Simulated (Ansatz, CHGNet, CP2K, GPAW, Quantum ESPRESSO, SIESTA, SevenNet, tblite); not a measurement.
# Running liquid diethyl ether at 300 K (75 atoms) with CP2K, part 2 of 2

Aim: run liquid diethyl ether at 300 K (75 atoms) in CP2K and see how near its forces come to a plane-wave reference, and at what cost.

Program: CP2K 2026.2; the method stands at each step. Banners, paths, timers and routine set-up lines are dropped from the logs unmarked, and long logs keep their key lines alone; longer cuts are marked.

So far. Step 2 (PBE, DZVP-MOLOPT-SR, 600/50 Ry, OT CG): Forces lie 6.4 % from the reference's, at 4.5 times its CPU time; the SCF took 64 steps, which the time reflects.

### 3. PBE, TZVP-MOLOPT, 600/50 Ry, OT CG

Method: Kohn-Sham DFT, PBE, GTH-PBE pseudopotentials, Gaussian and plane waves, TZVP-MOLOPT-GTH, orbital transformation.

Input file input.inp:

```
&GLOBAL
  PROJECT cell
  RUN_TYPE ENERGY_FORCE
  PRINT_LEVEL LOW
&END GLOBAL
&FORCE_EVAL
  METHOD QS
  STRESS_TENSOR ANALYTICAL
  &DFT
    BASIS_SET_FILE_NAME BASIS_MOLOPT
    POTENTIAL_FILE_NAME GTH_POTENTIALS
    &MGRID
      CUTOFF 600
      REL_CUTOFF 50
      NGRIDS 5
    &END MGRID
    &QS
      EPS_DEFAULT 1.0E-12
    &END QS
    &SCF
      SCF_GUESS ATOMIC
      EPS_SCF 1.0E-06
      MAX_SCF 30
      &OT
        MINIMIZER CG
        PRECONDITIONER FULL_ALL
        ENERGY_GAP 0.001
      &END OT
      &OUTER_SCF
        EPS_SCF 1.0E-06
        MAX_SCF 8
      &END OUTER_SCF
      &PRINT
        &RESTART OFF
        &END RESTART
      &END PRINT
    &END SCF
    &XC
      &XC_FUNCTIONAL PBE
      &END XC_FUNCTIONAL
    &END XC
    &PRINT
      &MULLIKEN ON
      &END MULLIKEN
      &HIRSHFELD ON
        SHAPE_FUNCTION DENSITY
      &END HIRSHFELD
      &MO_CUBES
        NHOMO 1
        NLUMO 4
        WRITE_CUBE F
      &END MO_CUBES
    &END PRINT
  &END DFT
  &SUBSYS
    &CELL
      A 9.53465 0.00000 0.00000
      B 0.00000 9.53465 0.00000
      C 0.00000 0.00000 9.53465
    &END CELL
    &COORD
      SCALED
      C 0.90448 0.09480 0.75948
      C 0.00233 0.96484 0.71498
      O 0.94067 0.90949 0.59752
      C 0.01206 0.78599 0.53118
      C 0.92943 0.72932 0.42610
      H 0.94717 0.13785 0.86176
      H 0.80474 0.04715 0.77539
      H 0.90580 0.16872 0.68341
      H 0.10851 0.99161 0.69232
      H 0.99706 0.87441 0.79985
      H 0.03532 0.71199 0.62357
      H 0.09747 0.83270 0.48762
      H 0.87570 0.81877 0.36197
      H 0.84694 0.66659 0.45950
      H 0.00499 0.67078 0.35218
      C 0.11279 0.34961 0.34946
      C 0.19959 0.22703 0.28749
      O 0.14956 0.21538 0.13627
      C 0.23111 0.10301 0.08504
      C 0.15347 0.95644 0.09960
[... 51 atom lines left out ...]
      H 0.52872 0.49987 0.17472
      H 0.35241 0.68322 0.24411
      H 0.37205 0.67364 0.05777
      H 0.45208 0.80493 0.14449
    &END COORD
    &KIND C
      BASIS_SET TZVP-MOLOPT-GTH-q4
      POTENTIAL GTH-PBE-q4
    &END KIND
    &KIND O
      BASIS_SET TZVP-MOLOPT-GTH-q6
      POTENTIAL GTH-PBE-q6
    &END KIND
    &KIND H
      BASIS_SET TZVP-MOLOPT-GTH-q1
      POTENTIAL GTH-PBE-q1
    &END KIND
  &END SUBSYS
  &PRINT
    &FORCES ON
    &END FORCES
    &STRESS_TENSOR ON
    &END STRESS_TENSOR
  &END PRINT
&END FORCE_EVAL
```

The run is started by

```sh
$ OMP_NUM_THREADS=1 mpirun -np 4 cp2k.psmp -i input.inp > output.txt
```

Numbers of over 12 decimals in the logs are rounded to 6 here.

Log:

```text
CP2K| version string:                                       CP2K version 2026.2
 CP2K| Input file name                                                 input.inp
 GLOBAL| Basis set file name                                        BASIS_MOLOPT
 GLOBAL| Potential file name                                      GTH_POTENTIALS
[... lines left out ...]
  Total energy:                                              -223.384657
[... lines left out ...]
  Step     Update method      Time    Convergence         Total energy    Change
[... lines left out ...]
  *** SCF run converged in     4 steps ***
[... lines left out ...]
  Total energy:                                              -223.384668
[... lines left out ...]
  outer SCF loop converged in   2 iterations or   66 steps
[... lines left out ...]
 Fermi Energy [eV] :   -2.174699
[... lines left out ...]
 WARNING : did not converge in ot_eigensolver
[... lines left out ...]
 ENERGY| Total FORCE_EVAL ( QS ) energy [hartree]           -223.384668
[... lines left out ...]
 FORCES|      1  5.67151745E-02 -6.49553715E-02  5.81120639E-02   1.03984726E-01
 FORCES|      2 -3.55750265E-02 -1.04965488E-02  4.42105323E-02   5.77090219E-02
 FORCES|      3 -2.68569216E-02 -2.26394200E-02 -4.56110799E-02   5.75691601E-02
[...]
FORCES|     74  1.89963493E-02 -1.04544094E-02  2.48751406E-02   3.29989179E-02
 FORCES|     75  1.28054132E-02 -5.20254511E-03  1.20614954E-02   1.83446111E-02
 FORCES| Sum     1.16623218E-03  6.72294905E-04 -8.03509916E-04
 FORCES| Total atomic force                                       1.56770728E-03
 STRESS| Analytical stress tensor [bar]
 STRESS|                        x                   y                   z
 STRESS|      x        1.86661980374E+04   1.58218556769E+02  -2.49761901517E+03
 STRESS|      y        1.58218556769E+02   3.27568938519E+04   1.89538369189E+04
 STRESS|      z       -2.49761901517E+03   1.89538369189E+04   1.52578136261E+04
 STRESS| 1/3 Trace                                             2.22269685051E+04
```

Run time: 13 min. Hardware: 4 MPI ranks of Arm Neoverse V1, shared host; peak memory 2.3 GiB.

The solver for the empty levels stopped short of its threshold, so the gap is rough; its iterations count in the time.

Numbers from this run, and their distance from the reference:

| Quantity | Value |
| --- | --- |
| r.m.s. force component | 1.855 eV/Å |
| r.m.s. difference of force components | 34.96 meV/Å |
| longest difference of force vectors | 217.9 meV/Å |
| force difference over r.m.s. force | 1.898 % |
| slope of forces against the reference's | 1.007 |
| correlation of force components | 0.9998 |
| gap (highest filled to lowest empty level) | 4.974 eV |
| gap difference | 0.6264 eV |
| pressure | 2.223 GPa |
| pressure difference | 0.191 GPa |

Against the first run (6.4 %), the force difference from the reference is 1.9 %, at 7.0 times the CPU time (on 4 against 2 cores), with 725 basis functions against 575: the larger basis brings the forces nearer.

### 4. Side by side

Differences are against the plane-wave reference, forces as r.m.s. over components; share is that over the reference's r.m.s. force, slope the least-squares factor from reference forces to these. Total energies of different programs have different zeros and aren't compared.

```
                                       run  Δ force, r.m.s. (meV/Å)  share (%)  slope  Δ pressure (GPa)  Δ gap (eV)  cores  CPU time  memory (GiB)
                                 reference                        -          -      -                 -           -      2   1.7 min           1.6
CP2K PBE, DZVP-MOLOPT-SR, 600/50 Ry, OT CG                      117       6.35  1.031             0.187        2.00      2   7.5 min           1.2
   CP2K PBE, TZVP-MOLOPT, 600/50 Ry, OT CG                     35.0       1.90  1.007             0.191       0.626      4    52 min           2.3
```

CPU time is summed over cores on a shared host, where runs went side by side, so it is rough. Symmetry, cutoffs, thresholds, outputs and thread counts weren't matched or tuned between programs; memory under MPI is the largest rank's times the ranks.

Mean charges by element (e), by run and scheme:

```
                                       run     scheme      C      O      H
CP2K PBE, DZVP-MOLOPT-SR, 600/50 Ry, OT CG   Mulliken  -0.15  -0.17  +0.08
CP2K PBE, DZVP-MOLOPT-SR, 600/50 Ry, OT CG  Hirshfeld  -0.07  -0.13  +0.04
   CP2K PBE, TZVP-MOLOPT, 600/50 Ry, OT CG   Mulliken  -0.12  -0.18  +0.07
   CP2K PBE, TZVP-MOLOPT, 600/50 Ry, OT CG  Hirshfeld  -0.07  -0.12  +0.04
```

A second geometry, displaced anew (every atom was moved at random, 0.04 Å r.m.s. a Cartesian component (hydrogen 0.6 of that)), gives an energy difference that all programs can be tested on. The reference puts it at -17.60 meV/atom.

```csv
run,energy less the first geometry's (meV/atom),error (meV/atom),force share at the second geometry (%)
"CP2K PBE, DZVP-MOLOPT-SR, 600/50 Ry, OT CG",-18.36,-0.769,7.27
"CP2K PBE, TZVP-MOLOPT, 600/50 Ry, OT CG",-17.49,0.103,2.68
```

### 5. Results

* nearest in forces: CP2K PBE, TZVP-MOLOPT, 600/50 Ry, OT CG, 1.9 %
* its CPU time: 52 min

What this shows: The PBE runs in local orbitals differ by 1.9 % (CP2K PBE, TZVP-MOLOPT, 600/50 Ry, OT CG) to 6.4 % (CP2K PBE, DZVP-MOLOPT-SR, 600/50 Ry, OT CG); basis, grid and potentials can all enter. None of the electronic-structure runs in the table takes under half the reference's CPU time of 1.7 min; they take 4.5 to 31 times as much. At the same functional, gaps differ from the reference's 4.35 eV by between +0.63 and +2.00 eV. A likely cause of the wide gaps: compact atomic orbitals describe empty levels worse than filled ones. Charges hang on scheme and program or settings: among these rows the mean for C runs from -0.15 to -0.07 e. The energy difference between the two geometries, -17.6 meV/atom in the reference, is met best by CP2K PBE, TZVP-MOLOPT, 600/50 Ry, OT CG (+0.103) and worst by CP2K PBE, DZVP-MOLOPT-SR, 600/50 Ry, OT CG (-0.769). The reference's pressure holds the uncorrected Pulay stress of its 60 Ry basis, so small pressure differences, and their order, may be the reference's own error. The network of contacts between molecules at the start is that of the classical potential that made the cell, and needn't be the one that DFT or experiment would give. The reference's PBE has no dispersion term, which matters for the binding between molecules or layers. The electronic-structure runs sample only Γ, in a cell whose shortest periodic width is 10 Å.

[Also dropped from logs without a mark: logging warnings of Python, and SIESTA's first energy breakdown and zero terms.]

[Logs are printed without paths, hosts, clocks, repeated set-up lines and the standing remarks that a program may print on its own settings, such as how far it seeks lower states.]

[Hosts, paths, dates, database ids (printed as entryN), source tags and the programs' standing remarks are cut or masked in the printed files.]
